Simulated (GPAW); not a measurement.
# free-standing square Ir monolayer, spacing 3.288 A: cost and accuracy of the smearing, part 2 of 2

Two starts of free-standing square Ir monolayer, spacing 3.288 A are run at each rung of the smearing. Which rung is enough?

GPAW 26.7.0; PBE; plane waves with GPAW's PAW setups, scalar-relativistic.

So far, largest spin moment in the augmentation sphere (μB): step 2 (rung 1 (width 0.4 eV), start ferro +) 0.900; step 5 (rung 2 (width 0.2 eV), start antiferro q=(1/2,1/2,0) +-) 1.30; step 6 (rung 3 (width 0.1 eV), start ferro +) 1.81; step 7 (rung 3 (width 0.1 eV), start antiferro q=(1/2,1/2,0) +-) 1.28; step 8 (rung 4 (width 0.05 eV), start ferro +) 1.85.

## (9) Rung 4 (width 0.05 eV), start antiferro q=(1/2,1/2,0) +-

order2.py reads:

```python
import json
import numpy as np
from ase import Atoms
from ase.parallel import paropen, parprint
from gpaw import GPAW

atoms = Atoms(['Ir', 'Ir'],
    cell=[[6.576, 0.0, 0.0],
         [3.288, 3.288, 0.0],
         [0.0, 0.0, 14.0]],
    scaled_positions=[[0.0, 0.0, 0.5],
         [0.5, 0.0, 0.5]],
    pbc=True,
    magmoms=[1.0, -1.0])
atoms.calc = GPAW(mode={'name': 'pw', 'ecut': 550},
    xc='PBE',
    kpts={'size': (4, 8, 1), 'gamma': True},
    occupations={'name': 'fermi-dirac', 'width': 0.05},
    convergence={'density': 1e-05, 'energy': 1e-05},
    maxiter=200,
    txt='order2.txt')
e = atoms.get_potential_energy(force_consistent=True)
res = {'free_energy': e, 'energy_sigma0': atoms.get_potential_energy(), 'fermi_energy': atoms.calc.get_fermi_level()}
res['moments'] = atoms.get_magnetic_moments().tolist()
res['total'] = atoms.get_magnetic_moment()
parprint('site moments (muB):', np.round(res['moments'], 3))
parprint(f"total moment: {res['total']:.3f} muB")
parprint(f'free energy: {e:.6f} eV')
atoms.calc.write('order2.gpw')
with paropen('results.json', 'w') as f:
    json.dump(res, f)
```

Run with:

```console
$ OMP_NUM_THREADS=1 python3 order2.py > order2.log
```

The log of the run:

```text
UserWarning: Initial realspace grid (36,27,80) inconsistent with symmetries.
UserWarning: Using symmetrized grid: (36,36,80).

site moments (muB): [ 1.23  -1.231]
total moment: -0.000 muB
free energy: -8.279206 eV

--- order2.txt ---
Input parameters:
  mode=PW(ecut=550),
  convergence={'density': 1e-05, 'energy': 1e-05},
  kpts=MonkhorstPack(size=(4, 8, 1), gamma=True),
  maxiter=200,
[...]
|          8 |        -5.279 |     1.000 |        -5.279 |     1.000 |
|          9 |        -5.150 |     1.000 |        -5.150 |     1.000 |
[...]
|         18 |         1.138 |     0.000 |         1.138 |     0.000 |
|         19 |         1.413 |     0.000 |         1.413 |     0.000 |
|         20 |         1.413 |     0.000 |         1.413 |     0.000 |
|         21 |         1.543 |     0.000 |         1.543 |     0.000 |

No gap
No difference between direct/indirect transitions


[key lines of the parts left out:]
Free energy:      -8.279206
Converged in 18 steps
dipole moment: (-46.790338, -23.395171, 0.000008)  # |e|*Ang
Fermi level: -3.428
```

Wall time 3.3 min (1 MPI rank of Arm Neoverse V2, shared host); peak memory 0.48 GiB.

This step gave:

```yaml
magnetization: 0 μB
final_state: antiferromagnetic
largest_moment: 1.231 μB
```

This start lies +149.4 meV a seeded atom from the first, a change of +9.3 meV since rung 3; its largest moment is 1.23 μB.

## (10) Rung 5 (width 0.02 eV), start ferro +

order1.py reads:

```python
import json
import numpy as np
from ase import Atoms
from ase.parallel import paropen, parprint
from gpaw import GPAW

atoms = Atoms(['Ir'],
    cell=[[3.288, 0.0, 0.0],
         [0.0, 3.288, 0.0],
         [0.0, 0.0, 14.0]],
    scaled_positions=[[0.0, 0.0, 0.5]],
    pbc=True,
    magmoms=[1.0])
atoms.calc = GPAW(mode={'name': 'pw', 'ecut': 550},
    xc='PBE',
    kpts={'size': (8, 8, 1), 'gamma': True},
    occupations={'name': 'fermi-dirac', 'width': 0.02},
    convergence={'density': 1e-05, 'energy': 1e-05},
    maxiter=200,
    txt='order1.txt')
e = atoms.get_potential_energy(force_consistent=True)
res = {'free_energy': e, 'energy_sigma0': atoms.get_potential_energy(), 'fermi_energy': atoms.calc.get_fermi_level()}
res['moments'] = atoms.get_magnetic_moments().tolist()
res['total'] = atoms.get_magnetic_moment()
parprint('site moments (muB):', np.round(res['moments'], 3))
parprint(f"total moment: {res['total']:.3f} muB")
parprint(f'free energy: {e:.6f} eV')
atoms.calc.write('order1.gpw')
with paropen('results.json', 'w') as f:
    json.dump(res, f)
```

Run with:

```console
$ OMP_NUM_THREADS=1 python3 order1.py > order1.log
```

The log of the run:

```text
site moments (muB): [1.86]
total moment: 2.125 muB
free energy: -4.278220 eV

--- order1.txt ---
Input parameters:
  mode=PW(ecut=550),
  convergence={'density': 1e-05, 'energy': 1e-05},
  kpts=MonkhorstPack(size=(8, 8, 1), gamma=True),
  maxiter=200,
  occupations=Occupations(name='fermi-dirac', width=0.02),
  xc=XC(name='PBE')

Diagonalizing LCAO Hamiltonian
Converting LCAO to pw mode
   .-------.
  /|       |
[...]
|          3 |        -7.331 |     1.000 |        -6.801 |     1.000 |
|          4 |        -6.118 |     1.000 |        -5.264 |     1.000 |
[...]
|          8 |        -4.228 |     1.000 |        -2.785 |     0.000 |
|          9 |        -1.304 |     0.000 |        -0.909 |     0.000 |
|         10 |         1.523 |     0.000 |         1.568 |     0.000 |
|         11 |         2.708 |     0.000 |         2.743 |     0.000 |

No gap
No difference between direct/indirect transitions


[key lines of the parts left out:]
Free energy:      -4.278220
Converged in 14 steps
dipole moment: (-11.727310, -11.727310, 0.000004)  # |e|*Ang
Fermi level: -3.584
```

It took 28 s on 1 MPI rank; peak memory 0.22 GiB.

This step gave:

- magnetization: 2.125 μB
- final state: ferromagnetic
- largest moment: 1.860 μB

The largest moment moves by +0.01 μB from rung 4, at 0.99 times its CPU time.

## (11) Rung 5 (width 0.02 eV), start antiferro q=(1/2,1/2,0) +-

order2.py is the script of step 9 with these lines changed:

```diff
@@ -17,3 +17,3 @@
     kpts={'size': (4, 8, 1), 'gamma': True},
-    occupations={'name': 'fermi-dirac', 'width': 0.05},
+    occupations={'name': 'fermi-dirac', 'width': 0.02},
     convergence={'density': 1e-05, 'energy': 1e-05},
```

Run with:

```console
$ OMP_NUM_THREADS=1 python3 order2.py > order2.log
```

The log of the run:

```text
UserWarning: Initial realspace grid (36,27,80) inconsistent with symmetries.
UserWarning: Using symmetrized grid: (36,36,80).

site moments (muB): [ 1.198 -1.199]
total moment: -0.001 muB
free energy: -8.247713 eV

--- order2.txt ---
Input parameters:
  mode=PW(ecut=550),
  convergence={'density': 1e-05, 'energy': 1e-05},
  kpts=MonkhorstPack(size=(4, 8, 1), gamma=True),
  maxiter=200,
[...]
|          8 |        -5.271 |     1.000 |        -5.271 |     1.000 |
|          9 |        -5.141 |     1.000 |        -5.141 |     1.000 |
[...]
|         18 |         1.140 |     0.000 |         1.139 |     0.000 |
|         19 |         1.414 |     0.000 |         1.414 |     0.000 |
|         20 |         1.414 |     0.000 |         1.414 |     0.000 |
|         21 |         1.543 |     0.000 |         1.543 |     0.000 |

No gap
No difference between direct/indirect transitions


[key lines of the parts left out:]
Free energy:      -8.247713
Converged in 22 steps
dipole moment: (-46.787981, -23.394002, 0.000008)  # |e|*Ang
Fermi level: -3.452
```

Elapsed: 3.6 min, on 1 MPI rank; peak memory 0.48 GiB.

Read from the output:

```yaml
magnetization: 0 μB
final_state: antiferromagnetic
largest_moment: 1.199 μB
```

This start lies +154.4 meV a seeded atom from the first, a change of +5.0 meV since rung 4; its largest moment is 1.20 μB.

## (12) The rungs together

Ladder, by row:

```
rung  smearing (eV)  state from the first start  state from the second start  second less first (meV a seeded atom)  moment, first (μB)  moment, second (μB)  CPU time (s)
   1            0.4               ferromagnetic            antiferromagnetic                                  2.623                 0.9               0.7454         207.9
   2            0.2               ferromagnetic            antiferromagnetic                                  83.16               1.716                1.295         196.9
   3            0.1               ferromagnetic            antiferromagnetic                                  140.1               1.807                1.279         240.9
   4           0.05               ferromagnetic            antiferromagnetic                                  149.4               1.848                1.231         226.4
   5           0.02               ferromagnetic            antiferromagnetic                                  154.4                1.86                1.199         243.1
```

## (13) Summary of results

```
range of the moment in the table, first start             : 0.900 to 1.86 μB
range of CPU time                                         : 3.3 min to 4.1 min
range of the energy difference                            : 2.62 to 154 meV a seeded atom
first rung from which all stay within 7.7 meV of the last : 4
```

In words: From rung 4 on the result stays within 5.0 meV of the last rung, inside the margin of 7.7 meV set for it, at 93 % of the last rung's cost. The first start ends lower on every rung of the table; whether functional and cell give the true order is another question. The mesh stays the same, and a narrow smearing needs a finer one, so the last rung is no sure reference.

[Logs and program files are shortened in this print: banners, set-up blocks, solver, clock and traceback lines can be left out without a mark of their own.]

[Logs are printed without paths, hosts, clocks, repeated set-up lines and the standing remarks that a program may print on its own settings, such as how far it seeks lower states.]

[Hosts, paths, dates, database ids (printed as entryN), source tags and the programs' standing remarks are cut or masked in the printed files.]

[Where a cell is said to come from a database of computed structures, the database is the Materials Project.]
